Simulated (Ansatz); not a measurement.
## WS2 (Tungstenite): the gap up the ladder of methods

What gap does each level of theory give for WS2 (Tungstenite), and in what time?

Calculated with Ansatz 0.2.0; density functionals, hybrids and G0W0, plane waves, PAW.

### 1. Set-up

Symmetry: P6_3/mmc, No. 194, hexagonal system. Conventional cell: a = 3.153 Å, b = 3.153 Å, c = 12.323 Å, α = 90.00°, β = 90.00°, γ = 120.00°. Nearest to W lie 6 S at 2.40 Å. Nearest to S lie 3 W at 2.40 Å. Farther neighbours and most contacts between anions are not listed.

The cell and positions come from the Crystallography Open Database and are kept as given unless a step says otherwise. Spin-orbit coupling is left out unless a step names it. The default PAW set here is soft_2. Its files were made with PBE.

### 2. LDA on the 12×12×2 mesh

This step: DFT, LDA, plane waves, PAW.

input.yaml

```yaml
crystal:
  lattice:
    - [3.1532, 0.0, 0.0]
    - [-1.5766, 2.7307513032, 0.0]
    - [0.0, 0.0, 12.323]
  atoms:
    - { symbol: W, position: [0.3333333333, 0.6666666667, 0.25] }
    - { symbol: W, position: [0.6666666667, 0.3333333333, 0.75] }
    - { symbol: S, position: [0.3333333333, 0.6666666667, 0.6225] }
    - { symbol: S, position: [0.6666666667, 0.3333333333, 0.1225] }
    - { symbol: S, position: [0.3333333333, 0.6666666667, 0.8775] }
    - { symbol: S, position: [0.6666666667, 0.3333333333, 0.3775] }
kpoints:
  mp_grid: { grid: [12, 12, 2] }
  band_path:
    path:
      - [0.0, 0.0, 0.0]
      - [0.5, 0.0, 0.0]
      - [0.33333333, 0.33333333, 0.0]
      - [0.0, 0.0, 0.5]
      - [0.5, 0.0, 0.5]
      - [0.33333333, 0.33333333, 0.5]
      - [0.1666666667, 0.1666666667, 0.0]
    npoints: 1
hamiltonian:
  xc: lda
scf:
  occupations: { method: fixed }
  n_extra_bands: 6
output:
  eigenvalues: true
  forces: true
  stress: true
```

The run is started by

```bash
$ ansatz run input.yaml --threads 2 --pin off --max-ram 92160MiB --backend cuda --events-out ev --progress --plain --runs-dir out --devices 1 --max-vram 13GiB  # rebuilt from the run's record
```

Numbers of over 12 decimals in the logs are rounded to 6 here.

Output:

```text
scf.n_extra_bands = 6 over 26 filled bands (N_el = 52.0): the run solves 32 bands
GPUs: using 1 of 1 available (devices: 1).
Engine: ansatz 0.2.0, x86_64-unknown-linux-gnu
Pseudopotentials: kind: paw
Pseudopotential: W, paw, valence charge 14, recommended cutoff 420 eV (normal), W.paw.azcp
Pseudopotential: S, paw, valence charge 6, recommended cutoff 420 eV (normal), S.paw.azcp
Functional definition: SPW92
  exchange = slater_x
  correlation = pw_c
device memory: the entry about to start is reckoned to put 2.7 GiB on a device that reports 45.1 GiB free (of which the cap on the GPU budget leaves the run 13.0 GiB)
GPU FFT provider: cuFFT
GPU libraries: cuBLAS 13.8.2, cuFFT 12.4.0, cuSOLVER 12.3.4
Crystal: 6 atoms, lattice volume = 106.108 Å³
Basis set: ecut = 420 eV, 2057 PW (Γ)
Bands: 32, of which v1, the nominal top of the filled ones, is band 26 counted from 1 (25 counted from 0)
Symmetry: 24 space group operations
Space group: P63/mmc (ITA 194), of the structure as read, at distance tolerance 4.7e-5 Å
k-points: 38 of 288
Non-local potential: W, projectors of the file, l = 0: 3, l = 1: 2, l = 2: 2, l = 3: 1
Non-local potential: S, projectors of the file, l = 0: 2, l = 1: 2, l = 2: 2
PAW form: soft (Blöchl's): semilocal exchange-correlation on the pseudo side does not see the compensation charge
PAW frozen core: W, regenerated for the run's functional, and the local potential with it (the file was generated under x = pbe(κ = 0.804, μ = 0.219515), c = pbe(β = 0.066725))
PAW frozen core: S, regenerated for the run's functional, and the local potential with it (the file was generated under x = pbe(κ = 0.804, μ = 0.219515), c = pbe(β = 0.066725))
PAW one-centre angular grid: W, 590 points (default); XC on 64 Gauss nodes
PAW one-centre angular grid: S, 110 points (default); XC on 64 Gauss nodes
Initial density: superposition of atomic densities (neutral atoms: chi_scale 0, normalization atom), corrected by the library's trained network
Initial wavefunctions: pseudopotential atomic-orbital guess
GPU buffer pool allocated for 51840 grid points (all kernels)
GPU transforms: local potential and band sums: pruned to the plane-wave sphere, on 24×24×90
Functional: x = slater, c = lda
SCF iter   1: F=—  HF=-23743.375417 eV  |F-HF|=—  |Δ(HF+E_count)|=         —  Δρ=9.97e-3  dr2=1.68e-1  ethr=1.77e-3  ⟨swp⟩=5.0  Hψ=4897  notcnv=0  defer=123
preconditioner: auto → Resta (q_TF=auto, 2.423 Å⁻¹)  ε∞=7.8  [insulator: Δε(μ)=0.902 eV  Ē_g=8.320 eV  n_scr=26 (ndim 8)  ℏωp=21.6 eV  f_vac=0.016  ε∞_Penn≈7.8]
SCF iter   2: F=—  HF=-23743.350296 eV  |F-HF|=—  |Δ(HF+E_count)|=   2.51e-2  Δρ=3.99e-3  dr2=7.99e-3  ethr=3.23e-4  ⟨swp⟩=2.1  Hψ=1717  notcnv=0  defer=145
SCF iter   3: F=—  HF=-23743.349853 eV  |F-HF|=—  |Δ(HF+E_count)|=   4.43e-4  Δρ=2.23e-3  dr2=2.52e-3  ethr=1.54e-5  ⟨swp⟩=2.0  Hψ=1602  notcnv=0  defer=150
SCF iter   4: F=—  HF=-23743.349851 eV  |F-HF|=—  |Δ(HF+E_count)|=   2.52e-6  Δρ=1.01e-3  dr2=5.21e-4  ethr=4.84e-6  ⟨swp⟩=1.0  Hψ=1178  notcnv=0  defer=144
SCF iter   5: F=—  HF=-23743.349839 eV  |F-HF|=—  |Δ(HF+E_count)|=   1.16e-5  Δρ=2.19e-4  dr2=3.56e-5  ethr=1.00e-6  ⟨swp⟩=1.2  Hψ=1312  notcnv=0  defer=68
SCF iter   6: F=—  HF=-23743.349856 eV  |F-HF|=—  |Δ(HF+E_count)|=   1.63e-5  Δρ=2.42e-5  dr2=4.75e-7  ethr=6.85e-8  ⟨swp⟩=2.2  Hψ=1706  notcnv=0  defer=39
SCF iter   7: F=-23743.349856 eV  HF=-23743.349856 eV  |F-HF|=2.36e-9  |Δ(HF+E_count)|=   3.77e-8  Δρ=3.30e-6  dr2=1.21e-8  ethr=1.92e-10  ⟨swp⟩=9.3  Hψ=6339  notcnv=0
SCF 1 converged in 7 iterations: F = -23743.349856 eV  dr2 = 1.21e-8
[...]
device memory: the entry about to start is reckoned to put 1.1 GiB on a device that reports 53.7 GiB free (of which the cap on the GPU budget leaves the run 13.0 GiB)
NSCF: frozen V_eff on 7 k-points
SCF converged after 7 iterations
Free energy (F): -23743.349856 eV
Harris-Foulkes:  -23743.349856 eV  (|F-HF|=2.36e-9)
Internal energy: -23743.349856 eV  (E = F + TS)
E sigma→0 (E₀):  -23743.349856 eV
Fermi energy:    11.502344 eV
--- Per-component energies (eV) ---
  E_band       = -382.817510
  E_kinetic    = 1335.778091
  E_local      = -3513.096166  (includes V_loc(G=0)·N_el)
  E_nonlocal   = 130.358026
  E_hartree    = 1389.716530
  E_xc         = -917.878489
  E_vxc        = -832.384875  (∫ρ·V_xc dr)
  E_paw        = -18894.641867  (= ΣΔE_a)
  E_vpaw       = -282.904566  (= ΣTr[D̂ρ^β])
  E_aug_tail   = -0.000135  (compensation charges beyond the density's cutoff)
  E_ewald      = -3274.764942
  E_core_change = 1.179096  (= ΣΔE_core)
  E_smearing   = -0.000000  (= −TS)
  E_closure    = 0.000000  (closes the sum)
  Σ components = -23743.349856   (vs F -23743.349856, Δ=0.00e0)
--- Forces (eV/Å), atoms counted from 1 ---
  atom   1  W     -0.00000000    -0.00000000    -0.00000000
  atom   2  W      0.00000000     0.00000000     0.00000000
  atom   3  S     -0.00000000    -0.00000000     0.35846397
  atom   4  S     -0.00000000     0.00000000     0.35846397
  atom   5  S      0.00000000    -0.00000000    -0.35846397
  atom   6  S      0.00000000     0.00000000    -0.35846397
  max |Σ_I F_I| component: 1.67e-16 eV/Å
--- Stress (GPa, compression-positive) ---
       -3.882371       0.000000      -0.000000
        0.000000      -3.882371       0.000000
       -0.000000       0.000000      -3.970305
  P = ⅓ Tr σ = -3.9117 GPa (-39.117 kbar)
--- Band table (eV; the first three rows and the last of 38) ---
  k-point 0: bands = [... 22 lower, 9.3175, 10.0438, 10.2215, 11.5023, 13.7936, 13.7936, 13.8041, 13.8041, ... 2 higher]
  k-point 1: bands = [... 22 lower, 9.2908, 9.2908, 11.1845, 11.1845, 13.7871, 13.7871, 13.7871, 13.7871, ... 2 higher]
  k-point 2: bands = [... 22 lower, 9.3258, 10.2167, 10.2410, 11.2760, 13.6663, 13.6788, 13.7389, 13.7431, ... 2 higher]
  k-point 37: bands = [... 22 lower, 8.4295, 8.4295, 10.8214, 10.8214, 12.7594, 12.7594, 13.9907, 13.9907, ... 2 higher]
```

Run time: 5.2 s. Hardware: 1 × NVIDIA H100 80GB HBM3 (shared by 6 runs) with 2 threads of AMD EPYC 7R13 (Zen 3), shared host; peak memory 0.93 GiB.

Numbers from this step:

| Quantity | Value |
| --- | --- |
| pressure | -3.912 GPa |
| gap | 0.9014 eV |
| valence top at | Γ |
| conduction bottom at | k = (0.167, 0.167, 0.000) |
| least direct gap | 1.815 eV |

Over mesh and listed points the gap is 0.901 eV, from k = Γ to k = (0.167, 0.167, 0.000). The least direct gap found is 1.815 eV, at k = (0.333, 0.333, 0.000).

### 3. PBE on the 12×12×2 mesh

Levels along a band path and on the mesh show where this functional puts the band edges.

This step: DFT, PBE, plane waves, PAW.

input.yaml, as its differences from that of step 2:

```diff
@@ -16,14 +16,10 @@
     path:
-      - [0.0, 0.0, 0.0]
-      - [0.5, 0.0, 0.0]
-      - [0.33333333, 0.33333333, 0.0]
-      - [0.0, 0.0, 0.5]
-      - [0.5, 0.0, 0.5]
-      - [0.33333333, 0.33333333, 0.5]
-      - [0.1666666667, 0.1666666667, 0.0]
-    npoints: 1
+      - [[0.0, 0.0, 0.0], [0.5, 0.0, 0.0], [0.33333333, 0.33333333, 0.0], [0.0, 0.0, 0.0], [0.0, 0.0, 0.5], [0.5, 0.0, 0.5], [0.33333333, 0.33333333, 0.5], [0.0, 0.0, 0.5]]
+      - [[0.5, 0.0, 0.5], [0.5, 0.0, 0.0]]
+      - [[0.33333333, 0.33333333, 0.5], [0.33333333, 0.33333333, 0.0]]
+    npoints: 10
 hamiltonian:
-  xc: lda
+  xc: pbe
 scf:
-  occupations: { method: fixed }
+  occupations: { method: fermi_dirac, width: 0.02 }
   n_extra_bands: 6
@@ -33 +29,5 @@
   stress: true
+  write_density: true
+  write_potential: true
+  elf: true
+  volumetric_format: npy
```

Output:

```text
[...]
GPUs: using 1 of 1 available (devices: 1).
[...]
GPU FFT provider: cuFFT
GPU libraries: cuBLAS 13.8.2, cuFFT 12.4.0, cuSOLVER 12.3.4
Crystal: 6 atoms, lattice volume = 106.108 Å³
Basis set: ecut = 420 eV, 2057 PW (Γ), exchange–correlation on 48×48×180 points (8 copies of the dense FFT grid, shifted against one another)
Bands: 32, of which v1, the nominal top of the filled ones, is band 26 counted from 1 (25 counted from 0)
Symmetry: 24 space group operations
[...]
k-points: 38 of 288
[...]
GPU buffer pool allocated for 51840 grid points (all kernels)
[...]
SCF iter   1: F=—  HF=-24382.733772 eV  |F-HF|=—  |Δ(HF+E_count)|=         —  Δρ=5.20e-3  dr2=1.33e-2  ethr=1.77e-3  ⟨swp⟩=6.9  Hψ=5865  notcnv=0
[...]
atom   1  W     -0.00000000    -0.00000000    -0.00000000
  atom   2  W      0.00000000     0.00000000     0.00000000
  atom   3  S      0.00000000    -0.00000000    -0.11202480
  atom   4  S      0.00000000     0.00000000    -0.11202480
  atom   5  S      0.00000000    -0.00000000     0.11202480
  atom   6  S      0.00000000     0.00000000     0.11202480
  max |Σ_I F_I| component: 2.78e-17 eV/Å
--- Stress (GPa, compression-positive) ---
        4.377845       0.000000      -0.000000
        0.000000       4.377845       0.000000
       -0.000000       0.000000       4.349057
  P = ⅓ Tr σ = 4.3682 GPa (43.682 kbar)
--- Band table (eV; the first three rows and the last of 38) ---
  k-point 0: bands = [... 22 lower, 9.5826, 10.2601, 10.5466, 11.7729, 14.0830, 14.0830, 14.0935, 14.0935, ... 2 higher]
  k-point 1: bands = [... 22 lower, 9.5558, 9.5558, 11.4548, 11.4548, 14.0756, 14.0756, 14.0756, 14.0756, ... 2 higher]
  k-point 2: bands = [... 22 lower, 9.5850, 10.4290, 10.5611, 11.5473, 13.9545, 13.9825, 14.0176, 14.0424, ... 2 higher]
  k-point 37: bands = [... 22 lower, 8.6639, 8.6639, 11.1187, 11.1187, 13.0733, 13.0733, 14.3555, 14.3555, ... 2 higher]
[key lines of the parts left out:]
SCF converged after 6 iterations
Free energy (F): -24382.743549 eV
Fermi energy:    12.243056 eV
```

Wall time 6.5 s (1 × NVIDIA H100 80GB HBM3 (shared by 6 runs) with 2 threads); peak memory 0.98 GiB; 3.8 s of CPU time.

This step gave:

```yaml
pressure: 4.368 GPa
filled_bands: 26
gap: 0.9762 eV
valence_top_at: Γ
conduction_bottom_at: k = (0.167, 0.167, 0.000)
least_direct_gap: 1.839 eV
```

Over mesh and path the gap is 0.976 eV, from k = Γ to k = (0.167, 0.167, 0.000). The least direct gap found is 1.839 eV, at k = (0.333, 0.333, 0.000). The pressure in this cell is 4 GPa; the cell is kept. PBE against LDA: 0.976 − 0.901 = +0.075 eV, with the same mesh, files and cutoff, and both edges at the same k points.

### 4. PBE+SOC on the 12×12×2 mesh

This run has two-component orbitals with spin-orbit coupling.

This step: DFT, PBE with spin-orbit coupling, plane waves, PAW.

input.yaml, the sections that differ from step 3:

```yaml
kpoints:
  mp_grid: { grid: [12, 12, 2] }
  band_path:
    path:
      - [0.0, 0.0, 0.0]
      - [0.5, 0.0, 0.0]
      - [0.33333333, 0.33333333, 0.0]
      - [0.0, 0.0, 0.5]
      - [0.5, 0.0, 0.5]
      - [0.33333333, 0.33333333, 0.5]
      - [0.1666666667, 0.1666666667, 0.0]
    npoints: 1
scf:
  occupations: { method: fermi_dirac, width: 0.02 }
  n_extra_bands: 12
magnetization:
  noncollinear: true
  spin_orbit: true
# crystal, hamiltonian, output: as in step 3
```

Output:

```text
[...]
GPUs: using 1 of 1 available (devices: 1).
[...]
non-collinear run that drives no moment, with spin-orbit: no starting moment large enough to seed its density (crystal.atoms[].spin), no starting occupations that ask for one, no magnetisation constraint and no magnetic field, so the semilocal B_xc is pinned to zero
[...]
k-point 1: bands = [... 48 lower, 11.4755, 11.4755, 11.4755, 11.4755, 14.0076, 14.0076, 14.0076, 14.0076, ... 8 higher]
  k-point 2: bands = [... 48 lower, 10.6038, 10.6038, 11.5672, 11.5672, 13.8480, 13.8480, 13.8867, 13.8867, ... 8 higher]
  k-point 37: bands = [... 48 lower, 10.9200, 10.9200, 11.3341, 11.3341, 13.0321, 13.0321, 13.0681, 13.0681, ... 8 higher]
[key lines of the parts left out:]
SCF converged after 9 iterations
Magnetization: |M| = 0.0000 μB,  M = (+0.0000, +0.0000, +0.0000) μB
Free energy (F): -24431.956395 eV
Fermi energy:    12.241800 eV
P = ⅓ Tr σ = 4.2959 GPa (42.959 kbar)
```

The job ended after 12 s (1 × NVIDIA H100 80GB HBM3 (shared by 6 runs) with 2 threads; peak memory 1.2 GiB; 14 s of CPU time).

Numbers from this step:

| Quantity | Value |
| --- | --- |
| pressure | 4.296 GPa |
| gap | 0.9308 eV |
| valence top at | Γ |
| conduction bottom at | k = (0.167, 0.167, 0.000) |
| least direct gap | 1.648 eV |

Over mesh and listed points the gap is 0.931 eV, from k = Γ to k = (0.167, 0.167, 0.000). The least direct gap found is 1.648 eV, at k = (0.333, 0.333, 0.000). The pressure in this cell is 4 GPa; the cell is kept. PBE+SOC against PBE: 0.931 − 0.976 = −0.045 eV, with the same mesh, set of files (read in its fully relativistic form for the spin-orbit run) and cutoff, and both edges at the same k points. The spin-orbit run sees mesh and listed points alone, so its gap is an upper bound: the coupling can move an edge off these points, and the change over the zone, its sign included where it is small, is not known.

### 5. r2SCAN on the 12×12×2 mesh

r2SCAN is a meta-GGA: it depends on the kinetic-energy density as well as on the density and its gradient.

This step: DFT, r2SCAN, plane waves, PAW.

input.yaml, as its differences from that of step 4:

```diff
@@ -25,9 +25,6 @@
 hamiltonian:
-  xc: pbe
+  xc: r2scan
 scf:
-  occupations: { method: fermi_dirac, width: 0.02 }
-  n_extra_bands: 12
-magnetization:
-  noncollinear: true
-  spin_orbit: true
+  occupations: { method: fixed }
+  n_extra_bands: 6
 output:
@@ -36,5 +33 @@
   stress: true
-  write_density: true
-  write_potential: true
-  elf: true
-  volumetric_format: npy
```

Output:

```text
[...]
GPUs: using 1 of 1 available (devices: 1).
[...]
GPU FFT provider: cuFFT
GPU libraries: cuBLAS 13.8.2, cuFFT 12.4.0, cuSOLVER 12.3.4
Crystal: 6 atoms, lattice volume = 106.108 Å³
Basis set: ecut = 500 eV, 2685 PW (Γ), exchange–correlation on 96×96×360 points (64 copies of the dense FFT grid, shifted against one another)
[...]
k-point 0: bands = [... 22 lower, 9.3155, 10.0063, 10.3862, 11.6498, 14.1130, 14.1130, 14.1246, 14.1246, ... 2 higher]
  k-point 1: bands = [... 22 lower, 9.2873, 9.2873, 11.3083, 11.3083, 14.1026, 14.1026, 14.1026, 14.1026, ... 2 higher]
  k-point 2: bands = [... 22 lower, 9.3180, 10.1829, 10.3973, 11.4162, 13.9660, 14.0135, 14.0300, 14.0793, ... 2 higher]
  k-point 37: bands = [... 22 lower, 8.3573, 8.3573, 10.9483, 10.9483, 13.0309, 13.0309, 14.3886, 14.3886, ... 2 higher]
[key lines of the parts left out:]
SCF converged after 7 iterations
Free energy (F): -24423.244318 eV
Fermi energy:    11.649754 eV
P = ⅓ Tr σ = 2.3599 GPa (23.599 kbar)
```

Elapsed: 8.7 s, on 1 × NVIDIA H100 80GB HBM3 (shared by 6 runs) with 2 threads; peak memory 1 GiB.

This step gave:

* pressure: 2.360 GPa
* gap: 1.085 eV
* valence top at: Γ
* conduction bottom at: k = (0.167, 0.167, 0.000)
* least direct gap: 1.968 eV

Over mesh and listed points the gap is 1.085 eV, from k = Γ to k = (0.167, 0.167, 0.000). The least direct gap found is 1.968 eV, at k = (0.333, 0.333, 0.000). r2SCAN against PBE: 1.085 − 0.976 = +0.109 eV. The runs also differ in plane-wave cutoff (420 eV and 500 eV), so how much of this comes from the functional alone is not known.

### 6. HSE06 on the 6×6×2 mesh

HSE06 mixes in a quarter of exact exchange at short range.

This step: DFT, HSE06, plane waves, PAW.

input.yaml, as its differences from that of step 5:

```diff
@@ -13,3 +13,3 @@
 kpoints:
-  mp_grid: { grid: [12, 12, 2] }
+  mp_grid: { grid: [6, 6, 2] }
   band_path:
@@ -25,3 +25,3 @@
 hamiltonian:
-  xc: r2scan
+  xc: hse06
 scf:
@@ -31,3 +31 @@
   eigenvalues: true
-  forces: true
-  stress: true
```

Output:

```text
[...]
GPUs: using 1 of 1 available (devices: 1).
[...]
davidson cushion auto → on  (no smearing: the cushion is to keep the highest requested band from converging to the state above it; pin scf.eigensolver.cushion to override)
[...]
GPU FFT provider: cuFFT
GPU libraries: cuBLAS 13.8.2, cuFFT 12.4.0, cuSOLVER 12.3.4
Crystal: 6 atoms, lattice volume = 106.108 Å³
Basis set: ecut = 420 eV, 2057 PW (Γ)
[...]
Fermi energy:    11.446487 eV
[...]
--- Band table (eV; the first three rows and the last of 14) ---
  k-point 0: bands = [... 22 lower, 9.0040, 9.6272, 10.1106, 11.4465, 14.4546, 14.4546, 14.4593, 14.4593, ... 2 higher]
  k-point 1: bands = [... 22 lower, 8.9730, 8.9730, 11.0778, 11.0778, 14.4405, 14.4405, 14.4405, 14.4405, ... 2 higher]
  k-point 2: bands = [... 22 lower, 8.7854, 9.6873, 10.0426, 10.5167, 13.6049, 14.0641, 14.3119, 14.3216, ... 2 higher]
  k-point 13: bands = [... 22 lower, 7.8677, 7.8677, 10.7592, 10.7592, 13.2163, 13.2163, 14.7602, 14.7602, ... 2 higher]
[key lines of the parts left out:]
Free energy (F): -24386.849043 eV
```

Run time: 18 s. Hardware: 1 × NVIDIA H100 80GB HBM3 (shared by 6 runs) with 2 threads; peak memory 1.3 GiB; 26 s of CPU time.

This step gave:

```
gap                     : 1.501 eV
valence top at          : Γ
conduction bottom at    : k = (0.167, 0.167, 0.000)
least direct gap        : 2.335 eV
exact-exchange fraction : 0.25
```

Over mesh and listed points the gap is 1.501 eV, from k = Γ to k = (0.167, 0.167, 0.000). The least direct gap found is 2.335 eV, at k = (0.333, 0.333, 0.000). HSE06 against PBE: 1.501 − 0.976 = +0.525 eV. The runs also differ in mesh (12×12×2 and 6×6×2), so how much of this comes from the functional alone is not known.

[end of part 1 of 2]

[Paths, hosts, dates, memory and timing lines, banners, echoed tables and standing remarks are left out of the program output.]

[Logs are printed without paths, hosts, clocks, repeated set-up lines and the standing remarks that a program may print on its own settings, such as how far it seeks lower states.]

[Runs of the session that timed out or met a known fault of the program may be left out.]

[Cells called generated may have been cut or substituted from an entry of the Crystallography Open Database or the Materials Project.]

[Hosts, paths, dates, database ids (printed as entryN), source tags and the programs' standing remarks are cut or masked in the printed files.]

[Where an RPA ε∞ is given, it is that of the G0W0 mesh and is not shown converged in it. Names of k-points follow the symmetry that the program found, which can be lower than the space group named. Band edges on a path are those of the sampled points; other points can move an edge, and change direct to indirect where valleys lie close.]

[Hybrid gaps are those of their k-mesh and are not shown converged in it.]
